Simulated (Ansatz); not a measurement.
**The 1T-PtSeTe monolayer under a gate**

How does the 1T-PtSeTe monolayer take up charge from its gate?

Calculated with Ansatz 0.2.0; plane-wave DFT, LDA, Ansatz PAW.

## 1. Starting point

The cell holds 3 atoms: 1 Te, 1 Pt and 1 Se. Cell: a = 3.885 Å, b = 3.885 Å, c = 35.632 Å, α = 90.0°, β = 90.0°, γ = 120.0°. Vacuum lies along c.

As a file:

```cif
data_structure
_symmetry_space_group_name_H-M 'P 1'
_symmetry_Int_Tables_number 1
_cell_length_a 3.8850
_cell_length_b 3.8850
_cell_length_c 35.6323
_cell_angle_alpha 90.000
_cell_angle_beta 90.000
_cell_angle_gamma 120.000
_cell_volume 465.75
loop_
_atom_site_label
_atom_site_type_symbol
_atom_site_fract_x
_atom_site_fract_y
_atom_site_fract_z
_atom_site_occupancy
Te1 Te 0.66667 0.33333 0.46727 1
Pt2 Pt 0.00000 0.00000 0.50549 1
Se3 Se 0.33333 0.66667 0.53273 1
```

## 2. Relaxation

The starting cell is a guess, so the in-plane lattice and the atoms are relaxed first, with the slab cut off from its images along the normal.

input.yaml

```yaml
crystal:
  lattice:
    - [3.885, 0.0, 0.0]
    - [-1.9425, 3.3645086937, 0.0]
    - [0.0, 0.0, 35.6323254803]
  atoms:
    - { symbol: Te, position: [0.6666666667, 0.3333333333, 0.467272337] }
    - { symbol: Pt, position: [0.0, 0.0, 0.5054884005] }
    - { symbol: Se, position: [0.3333333333, 0.6666666667, 0.532727663] }
  periodic: [true, true, false]
kpoints:
  mp_grid: { grid: [12, 12, 1] }
hamiltonian:
  xc: lda
scf:
  occupations: { method: fermi_dirac, width: 0.05 }
  convergence: { dr2_threshold: 1.0e-09 }
relax:
  f_tol: 0.004
  max_steps: 90
  cell: {}
output:
  write_potential: true
  write_density: true
  volumetric_format: npy
```

Launch:

```sh
> ansatz run input.yaml --threads 4 --pin off --max-ram 6144MiB --backend cpu --events-out ev --progress --plain --runs-dir out
```

Numbers of over 12 decimals in the logs are rounded to 6 here.

The log of the run:

```text
Warning: relax.cell: scf.convergence.dr2_threshold = 1e-9 eV is looser than the 1.97256488693e-10 eV advised for a relaxation that steers and ends on the stress (1e-10 eV for each atom of the cell: 3, times the square of relax.cell.stress_2d_tol = 0.05 N/m over 12.3 Å (the atoms' height at the walk's start and 5 Å past either face), 4.054e-2 GPa, over a crystal's default 0.05). What an SCF threshold leaves in a stress goes as its square root, and in the free energy as the threshold itself, and one threshold admits the most on a small cell: [figures from the program's tests cut] Set scf.convergence.dr2_threshold to 1.97256488693e-10 eV or tighter. [rest of the remark cut]
Engine: ansatz 0.2.0, x86_64-unknown-linux-gnu
Pseudopotentials: kind: paw
Pseudopotential: Te, paw, valence charge 16, recommended cutoff 420 eV (normal), Te.paw.azcp
Pseudopotential: Pt, paw, valence charge 18, recommended cutoff 420 eV (normal), Pt.paw.azcp
Pseudopotential: Se, paw, valence charge 16, recommended cutoff 420 eV (normal), Se.paw.azcp
Functional definition: SPW92
  exchange = slater_x
  correlation = pw_c
Crystal: 3 atoms, lattice volume = 465.754 Å³
Basis set: ecut = 420 eV, 9203 PW (Γ)
Bands: 30, of which v1, the nominal top of the filled ones, is band 25 counted from 1 (24 counted from 0)
Symmetry: 6 space group operations
Space group: P3m1 (ITA 156), of the structure as read, at distance tolerance 7.8e-5 Å
k-points: 19 of 144 (time reversal used)
Non-local potential: Te, projectors of the file, l = 0: 2, l = 1: 2, l = 2: 2, l = 3: 2
Non-local potential: Pt, projectors of the file, l = 0: 3, l = 1: 2, l = 2: 2, l = 3: 1
Non-local potential: Se, projectors of the file, l = 0: 2, l = 1: 2, l = 2: 3, l = 3: 1
PAW form: soft (Blöchl's): semilocal exchange-correlation on the pseudo side does not see the compensation charge
PAW frozen core: Te, regenerated for the run's functional, and the local potential with it (the file was generated under x = pbe(κ = 0.804, μ = 0.219515), c = pbe(β = 0.066725))
PAW frozen core: Pt, regenerated for the run's functional, and the local potential with it (the file was generated under x = pbe(κ = 0.804, μ = 0.219515), c = pbe(β = 0.066725))
PAW frozen core: Se, regenerated for the run's functional, and the local potential with it (the file was generated under x = pbe(κ = 0.804, μ = 0.219515), c = pbe(β = 0.066725))
PAW one-centre angular grid: Te, 590 points (default); XC on 64 Gauss nodes
PAW one-centre angular grid: Pt, 590 points (default); XC on 64 Gauss nodes
PAW one-centre angular grid: Se, 590 points (default); XC on 64 Gauss nodes
Initial density: superposition of atomic densities (neutral atoms: chi_scale 0, normalization atom), corrected by the library's trained network
Initial wavefunctions: pseudopotential atomic-orbital guess
Functional: x = slater, c = lda
SCF iter   1: F=—  HF=-24455.945985 eV  |F-HF|=—  |Δ(HF+E_count)|=         —  Δρ=2.30e-3  dr2=3.13e-2  ethr=1.77e-3  ⟨swp⟩=15.9  Hψ=4184  notcnv=0
preconditioner: auto → Resta (q_TF=auto, 1.881 Å⁻¹)  ε∞=1.8  [insulator: Δε(μ)=0.589 eV  Ē_g=9.290 eV  σ=0.050 eV  W_gap=0.99  n_scr=38 (ndim 8)  ℏωp=8.1 eV  f_vac=0.822  D(μ)=0.02/eV (n_scr^D=0)  ε∞_Penn≈1.8  vacuum switching on, ρ_ref=6.3e-3 e/Å³]
SCF iter   2: F=—  HF=-24455.935363 eV  |F-HF|=—  |Δ(HF+E_count)|=   1.06e-2  Δρ=1.23e-3  dr2=2.72e-2  ethr=6.25e-5  ⟨swp⟩=4.6  Hψ=1604  notcnv=0  defer=2
SCF iter   3: F=—  HF=-24455.936245 eV  |F-HF|=—  |Δ(HF+E_count)|=   8.82e-4  Δρ=1.01e-3  dr2=3.60e-2  ethr=5.44e-5  ⟨swp⟩=4.2  Hψ=1162  notcnv=0  defer=3
SCF iter   4: F=—  HF=-24455.932848 eV  |F-HF|=—  |Δ(HF+E_count)|=   3.40e-3  Δρ=3.68e-4  dr2=2.85e-4  ethr=5.44e-5  ⟨swp⟩=3.6  Hψ=916  notcnv=0  defer=3
SCF iter   5: F=—  HF=-24455.932968 eV  |F-HF|=—  |Δ(HF+E_count)|=   1.20e-4  Δρ=1.20e-4  dr2=1.24e-4  ethr=5.71e-7  ⟨swp⟩=4.5  Hψ=1558  notcnv=0  defer=2
SCF iter   6: F=—  HF=-24455.932945 eV  |F-HF|=—  |Δ(HF+E_count)|=   2.25e-5  Δρ=4.85e-5  dr2=1.32e-5  ethr=2.48e-7  ⟨swp⟩=2.6  Hψ=838  notcnv=0  defer=2
SCF iter   7: F=—  HF=-24455.932947 eV  |F-HF|=—  |Δ(HF+E_count)|=   1.99e-6  Δρ=2.31e-5  dr2=4.05e-6  ethr=2.65e-8  ⟨swp⟩=3.4  Hψ=1235  notcnv=0  defer=2
SCF iter   8: F=—  HF=-24455.933008 eV  |F-HF|=—  |Δ(HF+E_count)|=   6.03e-5  Δρ=7.49e-6  dr2=4.34e-7  ethr=8.09e-9  ⟨swp⟩=2.3  Hψ=807  notcnv=0  defer=2
SCF iter   9: F=—  HF=-24455.933008 eV  |F-HF|=—  |Δ(HF+E_count)|=   7.86e-8  Δρ=1.58e-6  dr2=2.86e-8  ethr=8.67e-10  ⟨swp⟩=2.5  Hψ=874  notcnv=0  defer=2
SCF iter  10: F=-24455.933008 eV  HF=-24455.933008 eV  |F-HF|=2.69e-10  |Δ(HF+E_count)|=    0.00e0  Δρ=3.37e-7  dr2=8.71e-10  ethr=2.00e-12  ⟨swp⟩=11.8  Hψ=5250  notcnv=0
SCF 1 converged in 10 iterations: F = -24455.933008 eV  dr2 = 8.71e-10
  greatest PAW one-centre occupation: 1.000 electrons in one spin orbital (limit 2), on the Se atom at site 2 (counted from 0), in its partial waves of l = 2
relax step   1: F+E_penalty+E_count = -24455.93300773 eV  Δ(F+E_penalty+E_count) = +0.000e0 eV  max|allowed force component| = 2.468e0 eV/Å  Δτ_max = 0.0000 Å  P = +2.750 N/m  Ω = 465.754 Å³  fix = [c, alpha, beta]  reactions: c +0.000 N/m  (10 SCF iters, accepted)
Crystal: 3 atoms, lattice volume = 465.172 Å³
Basis set: ecut = 420 eV, 9179 PW (Γ)
Initial density: handed on by an earlier stage of this run
Initial wavefunctions: those handed on with the density
iter 1 solved again at ethr=1.41e-4 eV; its pass at ethr=3.10e-3 eV (dr2=7.04e-2 eV) is discarded
SCF iter   1: F=—  HF=-24456.266833 eV  |F-HF|=—  |Δ(HF+E_count)|=         —  Δρ=6.78e-3  dr2=7.15e-2  ethr=1.41e-4  ⟨swp⟩=2.8  Hψ=3749  notcnv=0
preconditioner: auto → Resta (q_TF=auto, 1.881 Å⁻¹)  ε∞=1.8  [insulator: Δε(μ)=1.052 eV  Ē_g=8.854 eV  σ=0.050 eV  W_gap=1.00  n_scr=38 (ndim 8)  ℏωp=8.1 eV  f_vac=0.814  D(μ)=0.00/eV (n_scr^D=0)  ε∞_Penn≈1.8  vacuum switching on, ρ_ref=5.7e-3 e/Å³]
SCF iter   2: F=—  HF=-24456.254048 eV  |F-HF|=—  |Δ(HF+E_count)|=   1.28e-2  Δρ=3.26e-3  dr2=6.74e-2  ethr=1.41e-4  ⟨swp⟩=4.4  Hψ=1362  notcnv=0
SCF iter   3: F=—  HF=-24456.266873 eV  |F-HF|=—  |Δ(HF+E_count)|=   1.28e-2  Δρ=2.74e-3  dr2=2.36e-1  ethr=1.35e-4  ⟨swp⟩=4.7  Hψ=1281  notcnv=0  recentre
SCF iter   4: F=—  HF=-24456.247614 eV  |F-HF|=—  |Δ(HF+E_count)|=   1.93e-2  Δρ=8.04e-4  dr2=2.18e-3  ethr=1.35e-4  ⟨swp⟩=4.5  Hψ=1310  notcnv=0  defer=3
SCF iter   5: F=—  HF=-24456.247128 eV  |F-HF|=—  |Δ(HF+E_count)|=   4.86e-4  Δρ=3.13e-4  dr2=5.29e-4  ethr=4.36e-6  ⟨swp⟩=3.1  Hψ=954  notcnv=0  defer=3
[...]
SCF iter   4: F=—  HF=-24456.272737 eV  |F-HF|=—  |Δ(HF+E_count)|=   4.12e-5  Δρ=1.87e-4  dr2=1.39e-3  ethr=8.41e-7  ⟨swp⟩=3.3  Hψ=1049  notcnv=0  recentre
SCF iter   5: F=—  HF=-24456.272629 eV  |F-HF|=—  |Δ(HF+E_count)|=   1.08e-4  Δρ=5.48e-5  dr2=1.45e-5  ethr=8.41e-7  ⟨swp⟩=2.7  Hψ=783  notcnv=0
SCF iter   6: F=—  HF=-24456.272620 eV  |F-HF|=—  |Δ(HF+E_count)|=   9.28e-6  Δρ=2.57e-5  dr2=4.68e-6  ethr=2.91e-8  ⟨swp⟩=3.8  Hψ=1332  notcnv=0
SCF iter   7: F=—  HF=-24456.272679 eV  |F-HF|=—  |Δ(HF+E_count)|=   5.89e-5  Δρ=5.07e-6  dr2=1.67e-7  ethr=9.36e-9  ⟨swp⟩=2.7  Hψ=846  notcnv=0
SCF iter   8: F=—  HF=-24456.272679 eV  |F-HF|=—  |Δ(HF+E_count)|=   8.35e-9  Δρ=9.76e-7  dr2=3.70e-9  ethr=3.35e-10  ⟨swp⟩=3.3  Hψ=1217  notcnv=0
SCF iter   9: F=-24456.272679 eV  HF=-24456.272679 eV  |F-HF|=2.33e-10  |Δ(HF+E_count)|=   2.09e-9  Δρ=2.50e-7  dr2=3.07e-10  ethr=2.00e-12  ⟨swp⟩=12.7  Hψ=4483  notcnv=0
SCF 3 converged in 9 iterations: F = -24456.272679 eV  dr2 = 3.07e-10
relax step   3: F+E_penalty+E_count = -24456.27267867 eV  Δ(F+E_penalty+E_count) = -2.558e-2 eV  max|allowed force component| = 1.844e-1 eV/Å  Δτ_max = 0.0067 Å  P = -0.521 N/m  Ω = 454.468 Å³  energy of the carried Pulay correction = +4.658e-4 eV  fix = [c, alpha, beta]  reactions: c -0.000 N/m  (9 SCF iters, accepted)
[...]
relax step   4: F+E_penalty+E_count = -24456.27612286 eV  Δ(F+E_penalty+E_count) = -3.444e-3 eV  max|allowed force component| = 1.577e-1 eV/Å  Δτ_max = 0.0332 Å  P = -0.036 N/m  Ω = 446.575 Å³  energy of the carried Pulay correction = +7.984e-4 eV  fix = [c, alpha, beta]  reactions: c -0.000 N/m  (9 SCF iters, accepted)
[...]
relax step   5: F+E_penalty+E_count = -24456.27737492 eV  Δ(F+E_penalty+E_count) = -1.252e-3 eV  max|allowed force component| = 3.987e-3 eV/Å  Δτ_max = 0.0125 Å  P = +0.017 N/m  Ω = 448.158 Å³  energy of the carried Pulay correction = +7.313e-4 eV  fix = [c, alpha, beta]  reactions: c +0.000 N/m  (9 SCF iters, accepted)
[...]
relax step   6: F+E_penalty+E_count = -24456.27668612 eV  Δ(F+E_penalty+E_count) = +6.888e-4 eV  max|allowed force component| = 4.113e-3 eV/Å  Δτ_max = 0.0000 Å  P = +0.015 N/m  Ω = 448.158 Å³  fix = [c, alpha, beta]  reactions: c +0.000 N/m  stress off target by 1.53e-2 N/m on what of the cell is left free  SCF on the basis re-selected at this cell (its energy is not comparable with the rows above)  (6 SCF iters)
[...]
relax step   7: F+E_penalty+E_count = -24456.27668635 eV  Δ(F+E_penalty+E_count) = -2.385e-7 eV  max|allowed force component| = 3.132e-3 eV/Å  Δτ_max = 0.0005 Å  P = -0.002 N/m  Ω = 448.158 Å³  fix = [c, alpha, beta]  reactions: c -0.000 N/m  (5 SCF iters, accepted)
iter 1 solved again at ethr=2.18e-6 eV; its pass at ethr=3.10e-3 eV (dr2=1.09e-3 eV) is discarded
SCF iter   1: F=—  HF=-24456.276628 eV  |F-HF|=—  |Δ(HF+E_count)|=         —  Δρ=3.86e-6  dr2=5.64e-8  ethr=2.18e-6  ⟨swp⟩=5.9  Hψ=6160  notcnv=0
eigensolver tolerance schedule: the retry pair's looser diagonalisation over-reported the residual by 19328.21 of it (diagonalisation noise at an unbounded share of the residual, at the tolerance the schedule requests for it); recorded, not acted on — ethr = c·dr2/N_el stays at c = 1.0e-1
SCF iter   2: F=—  HF=-24456.276686 eV  |F-HF|=—  |Δ(HF+E_count)|=   5.85e-5  Δρ=4.92e-6  dr2=2.50e-7  ethr=1.13e-10  ⟨swp⟩=5.8  Hψ=2075  notcnv=0
SCF iter   3: F=—  HF=-24456.276686 eV  |F-HF|=—  |Δ(HF+E_count)|=   3.21e-8  Δρ=2.09e-6  dr2=2.52e-8  ethr=1.13e-10  ⟨swp⟩=2.9  Hψ=890  notcnv=0
SCF iter   4: F=—  HF=-24456.276686 eV  |F-HF|=—  |Δ(HF+E_count)|=   2.72e-9  Δρ=1.53e-6  dr2=1.39e-8  ethr=5.05e-11  ⟨swp⟩=1.9  Hψ=713  notcnv=0
SCF iter   5: F=—  HF=-24456.276686 eV  |F-HF|=—  |Δ(HF+E_count)|=   1.57e-9  Δρ=1.02e-6  dr2=4.31e-9  ethr=2.78e-11  ⟨swp⟩=1.9  Hψ=693  notcnv=0
SCF iter   6: F=-24456.276686 eV  HF=-24456.276686 eV  |F-HF|=1.64e-10  |Δ(HF+E_count)|=  9.46e-10  Δρ=3.08e-7  dr2=2.72e-10  ethr=2.00e-12  ⟨swp⟩=15.5  Hψ=4969  notcnv=0
SCF 8 converged in 6 iterations: F = -24456.276686 eV  dr2 = 2.72e-10
relax step   8: F+E_penalty+E_count = -24456.27668635 eV  Δ(F+E_penalty+E_count) = +1.528e-10 eV  max|allowed force component| = 3.129e-3 eV/Å  Δτ_max = 0.0000 Å  P = -0.002 N/m  Ω = 448.158 Å³  fix = [c, alpha, beta]  reactions: c -0.000 N/m  stress off target by 1.77e-3 N/m on what of the cell is left free  SCF on the basis re-selected at this cell (its energy is not comparable with the rows above)  (6 SCF iters)
basis re-selected at this cell: Δ(F+E_penalty+E_count) = +1.528e-10 eV, ΔP = -0.000 N/m vs the last step (what re-selecting the basis moved, of the pressure what is left beyond the Pulay correction that the steps carried, after the strain that the cell walked since its last selection, with what the two solves' SCF thresholds leave and, on support functions, any second-order correction that the steps lacked; it is no  [...]
WARN: The output density's exchange-correlation potential varies sharply where the density is thin. Do not read a vacuum level from v_tot or v_xc, or from such a field of the output density. On a cell that repeats whose density bears no net charge and no dipole along the vacuum's axis use v_es (v_loc + v_h of the components); under efield.dipole_correction with no amplitude use v_es + v_field, which holds any externa [...]
SCF converged after 6 iterations
Free energy (F): -24456.276686 eV
Harris-Foulkes:  -24456.276686 eV  (|F-HF|=1.64e-10)
Internal energy: -24456.276677 eV  (E = F + TS)
E sigma→0 (E₀):  -24456.276682 eV
Entropy (-TS):   -0.000009 eV (-0.003 meV/atom)
Fermi energy:    -4.934073 eV
--- Per-component energies (eV) ---
  E_band       = -1737.815646
  E_kinetic    = 941.068094
  E_local      = -141504.085420  (includes V_loc(G=0)·N_el)
  E_nonlocal   = -686.792455
  E_hartree    = 70242.582409
  E_xc         = -488.400686
  E_vxc        = -506.867988  (∫ρ·V_xc dr)
  E_paw        = -15515.844771  (= ΣΔE_a)
  E_vpaw       = -466.300669  (= ΣTr[D̂ρ^β])
  E_aug_tail   = -0.000637  (compensation charges beyond the density's cutoff)
  E_ewald      = 62551.836896
  E_core_change = 3.359893  (= ΣΔE_core)
  E_smearing   = -0.000009  (= −TS)
  E_closure    = 0.000000  (closes the sum)
  Σ components = -24456.276686   (vs F -24456.276686, Δ=0.00e0)
--- Forces (eV/Å), atoms counted from 1 ---
  atom   1  Te     0.00000000     0.00000000     0.00335484
  atom   2  Pt    -0.00000000     0.00000000    -0.00040375
  atom   3  Se     0.00000000     0.00000000    -0.00227385
  max |Σ_I F_I| component: 6.77e-4 eV/Å
--- 2D stress c σ (N/m, compression-positive) ---
       -0.001769      -0.000000      -0.000000
        0.000000      -0.001769      -0.000000
       -0.000000      -0.000000      -0.000000
  P = ½ c Tr σ = -0.0018 N/m
--- Band table (eV; the first three rows and the last of 19) ---
  k-point 0: bands = [... 21 lower, -7.1776, -6.0744, -5.4040, -5.4040, -2.5490, -2.5490, -1.5641, -0.4787, ... 1 higher]
  k-point 1: bands = [... 21 lower, -7.3209, -6.0044, -5.5615, -5.4359, -3.1456, -2.6881, -1.2904, -0.2763, ... 1 higher]
  k-point 2: bands = [... 21 lower, -7.7073, -6.0367, -5.6135, -5.5990, -4.0911, -2.9256, -0.7968, -0.0642, ... 1 higher]
  k-point 18: bands = [... 21 lower, -8.5189, -7.8412, -6.9010, -6.7160, -4.4138, -3.6116, -0.3360, 1.4064, ... 1 higher]
  the weakly bound empty levels are not read free of the cell's end (no_gap_told)
--- Relaxed structure (6 steps of the walk, 6 accepted, 2 SCFs on fresh bases) ---
  F+E_penalty+E_count = -24456.27668635 eV   max|allowed force component| = 3.129e-3 eV/Å   (the final SCF, on the basis selected at the relaxed cell)
  cell:  # Å, volume = 448.1579 Å³
    - [3.810905, 0, 0]
    - [-1.905453, 3.300341, 0]
    - [0, 0, 35.6323254803]
  atoms:
    - { symbol: Te, position: [0.666667, 0.333333, 0.463846] }
    - { symbol: Pt, position: [-1.6734626545295327e-18, 0, 0.503023] }
    - { symbol: Se, position: [0.333333, 0.666667, 0.538619] }
```

Run time: 45 s. Hardware: 4 threads of Intel Xeon Platinum 8488C (Sapphire Rapids), shared host; peak memory 0.87 GiB; 2.9 min of CPU time.

Relaxation path:

```
step  energy less that of the first step (eV)  largest force component (eV/Å)  volume (Å³)
   1                                   0.0000                          2.4679       465.75
   2                                  -0.3141                          0.3077       465.17
   3                                  -0.3397                          0.1844       454.47
   4                                  -0.3431                          0.1577       446.58
   5                                  -0.3444                          0.0040       448.16
  6*                                  -0.3437                          0.0041       448.16
   7                                  -0.3437                          0.0031       448.16
  8*                                  -0.3437                          0.0031       448.16
```

Relaxation steps marked * repeat the geometry before them on a plane-wave basis chosen anew for their cell, so energy and pressure can jump there.

The run keeps the 6 symmetry operations that it works with, so distortions that break them were not tested.

```
cell as run  before  after  change
      a (Å)   3.885  3.811  -1.9 %
      b (Å)   3.885  3.811  -1.9 %
```

The atoms that moved most (Å, along periodic axes as changes of fractional coordinates times the final cell, across vacuum about the mean position):

```
atom     dx     dy      dz  length
 Se3  0.000  0.000   0.210   0.210
 Te1  0.000  0.000  -0.122   0.122
 Pt2  0.000  0.000  -0.088   0.088
```

Final coordinates:

```xyz
3
Lattice="3.8109 0.0000 0.0000 -1.9055 3.3003 0.0000 0.0000 0.0000 35.6323" Properties=species:S:1:pos:R:3
Te    1.9055    1.1001   16.5279
Pt    0.0000    0.0000   17.9239
Se    0.0000    2.2002   19.1923
```

The lattice constant a goes from 3.885 to 3.811 Å.

[end of part 1 of 3]

[Logs are printed without paths, hosts, clocks, repeated set-up lines and the standing remarks that a program may print on its own settings, such as how far it seeks lower states.]

[Hosts, paths, dates, database ids (printed as entryN), source tags and the programs' standing remarks are cut or masked in the printed files.]

[Maps of the electrostatic potential energy from Ansatz leave out the sawtooth potential of an applied field or a dipole correction, so their vacuum need not be flat; planar profiles and work functions include it.]
